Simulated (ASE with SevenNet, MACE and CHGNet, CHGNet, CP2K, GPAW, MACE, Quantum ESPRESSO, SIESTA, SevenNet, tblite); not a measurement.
# Running twisted Ti2CO2 MXene bilayer, 38.21° (70 atoms) with machine-learned potentials

Aim: run twisted Ti2CO2 MXene bilayer, 38.21° (70 atoms) in machine-learned potentials and see how near its forces come to a plane-wave reference, and at what cost.

Calculated with ASE with SevenNet, MACE and CHGNet; the method is named at each step.

### 1. Starting point

The cell holds 70 atoms: 14 C, 28 Ti and 28 O. Cell: a = 8.017 Å, b = 8.017 Å, c = 23.800 Å, α = 90.0°, β = 90.0°, γ = 120.0°. It derives from Ti2CO2 (Ti2CO2 MXene). Ti2CO2 MXene (a = 3.03 Å) under Ti2CO2 MXene (a = 3.03 Å), bilayer, commensurate cell of 7 unit cells a layer, twist 38.21 deg; facing planes 2.92 Å apart; 12 Å of vacuum; layers as built, displaced by a Gaussian of 0.01 Å. Then every atom was moved at random, 0.03 Å r.m.s. a Cartesian component. Regions: layer 1, 35 atoms (7 C, 14 Ti and 14 O); layer 2, 35 atoms (7 C, 14 Ti and 14 O). Vacuum lies along c.

The yardstick, on the same geometry:

```
method                                           : Kohn-Sham DFT, PBE, SSSP efficiency 1.3.0 pseudopotentials, plane waves (Quantum ESPRESSO 7.5); sssp-pbe-1.3.0-efficiency, cutoffs 60/480 Ry, Γ point
r.m.s. force component                           : 0.4741 eV/Å
longest force                                    : 1.644 eV/Å
gap (highest filled to lowest empty level) : 0.3976 eV
time                                             : 29 min on 1 thread of Arm Neoverse V2, shared host
CPU time                                         : 29 min
```

### 2. SevenNet l3i5 potential

Method: machine-learned interatomic potential SevenNet l3i5, trained on PBE(+U) plane-wave data.

Contents of run.py:

```python
import numpy as np
from ase.io import read
import mlip  # loads the published weights by name

atoms = read("structure.xyz")
atoms.calc = mlip.calc("7net-l3i5")
energy = atoms.get_potential_energy()
forces = atoms.get_forces()
print(f"energy {energy:.6f} eV")
print("forces (eV/A)")
for i, (a, f) in enumerate(zip(atoms, forces)):
    print(f"{i:4d} {a.symbol:2s} {f[0]:10.5f} {f[1]:10.5f} {f[2]:10.5f}")
```

Contents of structure.xyz:

```xyz
70
Lattice="8.01660 0.00000 0.00000 -4.00830 6.94258 0.00000 0.00000 0.00000 23.80000" Properties=species:S:1:pos:R:3 pbc="T T T"
C -3.99688 6.94001 8.22028
Ti 0.57030 1.65164 9.54713
Ti 1.75724 0.29242 6.92413
O 1.72934 0.36810 10.43273
O 0.56092 1.65900 5.96880
C -0.55222 2.93525 8.20386
Ti -0.00685 4.65646 9.57807
Ti 1.15078 3.31300 6.88962
O 1.15162 3.25697 10.38703
O 0.04541 4.67798 5.96785
C -1.15114 5.96263 8.19315
Ti 3.42245 0.67260 9.59854
Ti 0.54421 6.28838 6.92509
O 0.53739 6.27880 10.45463
O 3.45407 0.66892 5.96476
C 2.30225 1.92261 8.27336
Ti 2.89235 3.70713 9.53285
Ti 4.00998 2.28827 6.96745
O 4.01940 2.26168 10.40917
O 2.84393 3.67144 6.03187
C 1.69836 5.00442 8.23004
Ti 2.30858 6.58650 9.51119
Ti 3.43599 5.32524 6.89914
O 3.50361 5.33864 10.38822
O 2.27010 6.59899 6.01212
C 5.21091 0.97758 8.23908
Ti 5.70064 2.61950 9.57284
Ti 6.91159 1.28979 6.92128
O 6.88017 1.30312 10.43630
O 5.72377 2.64429 6.00165
C 4.60169 3.96255 8.22028
Ti -2.88409 5.59954 9.52071
Ti -1.68192 4.31391 6.90581
O -1.68204 4.27996 10.45796
O -2.87700 5.53615 5.97523
C 5.77051 3.88576 15.58733
Ti 4.65628 2.55431 16.84635
Ti 4.07003 4.17041 14.27810
O 4.05119 4.20623 17.78860
O 4.66807 2.58903 13.32871
C 3.43315 5.83031 15.59352
Ti 2.29808 4.54163 16.85992
Ti 1.75010 6.21569 14.29737
O 1.75824 6.22881 17.85119
O 2.33536 4.51608 13.34799
C 2.95989 2.87728 15.56710
Ti 1.75419 1.54209 16.89372
Ti 1.17832 3.25433 14.24168
O 1.23408 3.24455 17.80073
O 1.74501 1.64616 13.40107
C 5.20057 0.89261 15.54307
Ti 0.07091 6.54637 16.89729
Ti 3.51985 1.20801 14.25525
O 3.48349 1.15948 17.78288
O 0.00313 6.50686 13.31872
C 0.60950 4.87022 15.57758
[... 10 atom lines left out ...]
Ti -2.83435 5.54157 16.90062
Ti 0.65852 0.30415 14.30261
O 0.59030 0.18446 17.81882
O -2.82457 5.46881 13.36632
```

Started as:

```bash
$ OMP_NUM_THREADS=1 python run.py > output.txt
```

Log:

```text
energy -631.740173 eV
forces (eV/A)
   0 C     0.17089   -0.21653   -0.16139
   1 Ti   -0.09000    0.11026   -0.59940
   2 Ti   -0.40849    0.38765    0.27233
   3 O    -0.07606   -0.53759    0.52936
   4 O     0.21604    0.04286    0.08778
   5 C    -0.08118    0.57465    0.17171
   6 Ti   -0.13763   -0.46643   -0.91916
   7 Ti    0.03813   -0.28427    0.62740
   8 O     0.15581    0.65481    0.59927
   9 O    -0.19166   -0.40316   -0.05037
  10 C     0.12538   -0.36245    0.46109
  11 Ti   -0.17172   -0.47854   -0.98586
  12 Ti    0.50331    0.16544    0.38019
  13 O     0.35861   -0.17838    0.35051
  14 O    -0.18630   -0.00260    0.05115
  15 C     0.04794    0.62930   -0.84357
  16 Ti   -0.76481   -0.96221   -1.10131
  17 Ti    0.48406    0.42773    0.12652
  18 O    -0.06177    0.72928    1.01834
  19 O     0.09826   -0.35937   -0.13123
  20 C     0.18290   -0.70881    0.08127
  21 Ti   -0.56205    1.03857   -0.57160
  22 Ti    0.03756   -0.41123    0.39693
  23 O    -0.59182   -0.50579    1.43085
[...]
62 Ti   -0.35853   -0.79509   -0.32433
  63 O     0.21098   -0.02983    0.05464
  64 O     0.44914    0.01206    0.54683
  65 C    -0.32978    0.17474   -0.49543
  66 Ti   -0.23841   -0.21903   -0.19186
  67 Ti   -0.53671   -0.85838   -0.07293
  68 O     0.23071    0.33735    0.11446
  69 O     0.16972    0.54533    0.00081
```

Run time: 9.2 s. Hardware: 1 thread of Arm Neoverse V2, shared host; peak memory 1.4 GiB.

Banners, paths, timers and routine set-up lines are dropped from the logs unmarked, and long logs keep their key lines alone; longer cuts are marked.

Numbers from this run, and their distance from the reference:

```
r.m.s. force component                  : 0.4289 eV/Å
r.m.s. difference of force components   : 220 meV/Å
longest difference of force vectors     : 829.3 meV/Å
force difference over r.m.s. force      : 46.41 %
slope of forces against the reference's : 0.8016
correlation of force components         : 0.886
```

Length of the force difference by element (eV/Å):

```tsv
element	atoms	mean	most
C	14	0.37	0.67
O	28	0.23	0.49
Ti	28	0.43	0.83
```

A closer look about Ti2, picked at random: 9 atoms, nearest first, numbered in the order of the input, with positions taken from that point.

```tsv
atom	x	y	z	distance (Å)	bonds	Fx	Fy	Fz (eV/Å)
Ti2	0.00	0.00	0.00	0.00	6	-0.09	0.11	-0.60
O9	0.58	1.61	0.84	1.90	3	0.16	0.65	0.60
O4	1.16	-1.28	0.89	1.94	3	-0.08	-0.54	0.53
O29	-1.71	-0.35	0.89	1.96	3	-0.10	0.14	0.37
C16	1.73	0.27	-1.27	2.17	6	0.05	0.63	-0.84
C6	-1.12	1.28	-1.34	2.17	6	-0.08	0.57	0.17
C1	-0.56	-1.65	-1.33	2.19	6	0.17	-0.22	-0.16
Ti12	2.85	-0.98	0.05	3.02	6	-0.17	-0.48	-0.99
Ti22	-2.27	-2.01	-0.04	3.03	6	-0.56	1.04	-0.57
```

Atoms are counted from 1 here, from 0 in the log.

Forces lie 46 % from the reference's, at 0.0049 times its CPU time.

### 3. MACE MP-0b2 small potential

Method: machine-learned interatomic potential MACE MP-0b2 small, trained on PBE(+U) plane-wave data.

run.py, as its differences from that of step 2:

```diff
@@ -5,3 +5,3 @@
 atoms = read("structure.xyz")
-atoms.calc = mlip.calc("7net-l3i5")
+atoms.calc = mlip.calc("mace-mp-0b2-small")
 energy = atoms.get_potential_energy()
```

structure.xyz is that of step 2.

Log:

```text
energy -616.294613 eV
forces (eV/A)
   0 C     0.12558   -0.20716   -0.38841
   1 Ti   -0.17013   -0.09048   -1.10026
   2 Ti   -0.41949    0.41366    0.51826
   3 O    -0.15768   -0.67781    0.93446
   4 O     0.41033   -0.04624   -0.07303
   5 C    -0.06499    0.59977   -0.02901
   6 Ti    0.03197   -0.43194   -1.25174
   7 Ti   -0.08278   -0.30085    0.83265
   8 O     0.12522    0.80168    1.08282
   9 O    -0.27002   -0.53366   -0.25328
  10 C     0.14305   -0.25834    0.19446
  11 Ti   -0.12813   -0.41366   -1.39782
  12 Ti    0.37063    0.13763    0.68727
  13 O     0.44495   -0.12090    0.61026
  14 O    -0.16247    0.10634   -0.07252
  15 C     0.14003    0.65504   -1.23727
  16 Ti   -0.53612   -1.02197   -1.29165
  17 Ti    0.37528    0.38307    0.38551
  18 O    -0.11812    0.83283    1.36822
  19 O     0.17994   -0.46575   -0.41941
  20 C     0.24486   -0.65445    0.19218
  21 Ti   -0.68138    0.81061   -0.89753
  22 Ti    0.09141   -0.43967    0.69120
  23 O    -0.62397   -0.47735    1.92150
[...]
62 Ti   -0.35271   -0.54035   -0.01586
  63 O     0.28055   -0.17290    0.24296
  64 O     0.67602   -0.02564    0.41370
  65 C    -0.48963    0.27524   -0.54418
  66 Ti   -0.05989   -0.32034   -0.59011
  67 Ti   -0.61593   -0.89992    0.40437
  68 O     0.21415    0.54259    0.27121
  69 O     0.08866    0.69132   -0.38384
```

The job ended after 5.9 s (1 thread; peak memory 0.67 GiB).

Numbers from this run, and their distance from the reference:

| Quantity | Value |
| --- | --- |
| r.m.s. force component | 0.5237 eV/Å |
| r.m.s. difference of force components | 299.1 meV/Å |
| longest difference of force vectors | 978.7 meV/Å |
| force difference over r.m.s. force | 63.08 % |
| slope of forces against the reference's | 0.9112 |
| correlation of force components | 0.8249 |

Against the first run (46 %), the force difference from the reference is 63 %, at 0.64 times the CPU time.

### 4. CHGNet r2SCAN potential

Method: machine-learned interatomic potential CHGNet r2SCAN, trained on r2SCAN plane-wave data.

run.py, as its differences from that of step 3:

```diff
@@ -5,3 +5,3 @@
 atoms = read("structure.xyz")
-atoms.calc = mlip.calc("mace-mp-0b2-small")
+atoms.calc = mlip.calc("chgnet-r2scan")
 energy = atoms.get_potential_energy()
```

structure.xyz is that of step 3.

Log:

```text
CHGNet vr2scan initialized with 412,525 parameters
CHGNet will run on cpu
energy -831.191772 eV
forces (eV/A)
   0 C     0.06673   -0.12302   -0.12179
   1 Ti   -0.04867   -0.00409   -0.33816
   2 Ti   -0.15154    0.20276   -0.05108
   3 O    -0.05544   -0.32179    0.17717
   4 O     0.18010   -0.05592    0.34317
   5 C    -0.09180    0.37117    0.08369
   6 Ti   -0.02212   -0.13604   -0.42676
   7 Ti   -0.06023   -0.16236    0.18941
   8 O     0.09910    0.31746    0.24449
   9 O    -0.10131   -0.22725    0.24433
  10 C     0.08601   -0.15508    0.22857
  11 Ti   -0.04291   -0.18309   -0.53618
  12 Ti    0.15036    0.10702    0.06108
  13 O     0.21539   -0.11907   -0.04933
  14 O    -0.14954    0.06914    0.34880
  15 C     0.04605    0.39249   -0.52000
  16 Ti   -0.24917   -0.41003   -0.44908
  17 Ti    0.19280    0.10746   -0.13546
  18 O    -0.07491    0.37758    0.31838
  19 O     0.10451   -0.23808    0.17124
  20 C     0.14922   -0.42712    0.07808
  21 Ti   -0.27915    0.39344   -0.23373
  22 Ti    0.04592   -0.17452    0.10535
  23 O    -0.24674   -0.19225    0.52023
[...]
62 Ti   -0.08024   -0.31622   -0.25841
  63 O     0.11671   -0.06056   -0.34433
  64 O     0.18518    0.02263    0.67746
  65 C    -0.23732    0.18282   -0.33402
  66 Ti   -0.06316   -0.10559   -0.03253
  67 Ti   -0.20559   -0.33507   -0.06442
  68 O     0.06290    0.25591   -0.27719
  69 O     0.02248    0.27504    0.21361
```

Run time: 3.9 s. Hardware: 1 thread; peak memory 1.2 GiB.

Compared with the plane-wave run:

```
r.m.s. force component                  : 0.2227 eV/Å
r.m.s. difference of force components   : 298.7 meV/Å
longest difference of force vectors     : 1045 meV/Å
force difference over r.m.s. force      : 63 %
slope of forces against the reference's : 0.4118
correlation of force components         : 0.8769
```

Against the first run (46 %), the force difference from the reference is 63 %, at 0.40 times the CPU time; this potential was trained at another functional than the reference's, which explains only part of so large a difference.

### 5. Side by side

Differences are against the plane-wave reference, forces as r.m.s. over components; share is that over the reference's r.m.s. force, slope the least-squares factor from reference forces to these. Total energies of different programs have different zeros and aren't compared.

```tsv
run	Δ force, r.m.s. (meV/Å)	share (%)	slope	cores	CPU time	memory (GiB)
reference	-	-	-	1	29 min	4.2
SevenNet l3i5 potential	220	46.4	0.802	1	8.4 s	1.4
MACE MP-0b2 small potential	299	63.1	0.911	1	5.4 s	0.67
CHGNet r2SCAN potential	299	63.0	0.412	1	3.4 s	1.2
```

Times of the machine-learned potentials are mostly Python's start and the loading of weights.

CPU time is summed over cores on a shared host, where runs went side by side, so it is rough. Symmetry, cutoffs, thresholds, outputs and thread counts weren't matched or tuned between programs; memory under MPI is the largest rank's times the ranks.

### 6. Outcome

| Property | Result |
| --- | --- |
| nearest in forces | SevenNet l3i5 potential, 46 % |
| its CPU time | 8.4 s |

What this shows: Machine-learned potentials differ by 46 % (SevenNet l3i5 potential) to 63 % (MACE MP-0b2 small potential); they were trained on other programs' data, some at another functional. Among those trained on PBE data the slope goes as low as 0.80, with a correlation of 0.89, so directions differ as well as sizes. Machine-learned potentials mimic data converged in k, so the reference's own k-point error enters their differences. The reference's PBE has no dispersion term, which matters for the binding between molecules or layers. The runs have no spin polarisation, so any moments at edges, vacancies or dangling bonds can't form. The electronic-structure runs sample only Γ, in a cell whose shortest periodic width is 7 Å.

[Also dropped from logs without a mark: logging warnings of Python, and SIESTA's first energy breakdown and zero terms.]

[Logs are printed without paths, hosts, clocks, repeated set-up lines and the standing remarks that a program may print on its own settings, such as how far it seeks lower states.]

[Hosts, paths, dates, database ids (printed as entryN), source tags and the programs' standing remarks are cut or masked in the printed files.]
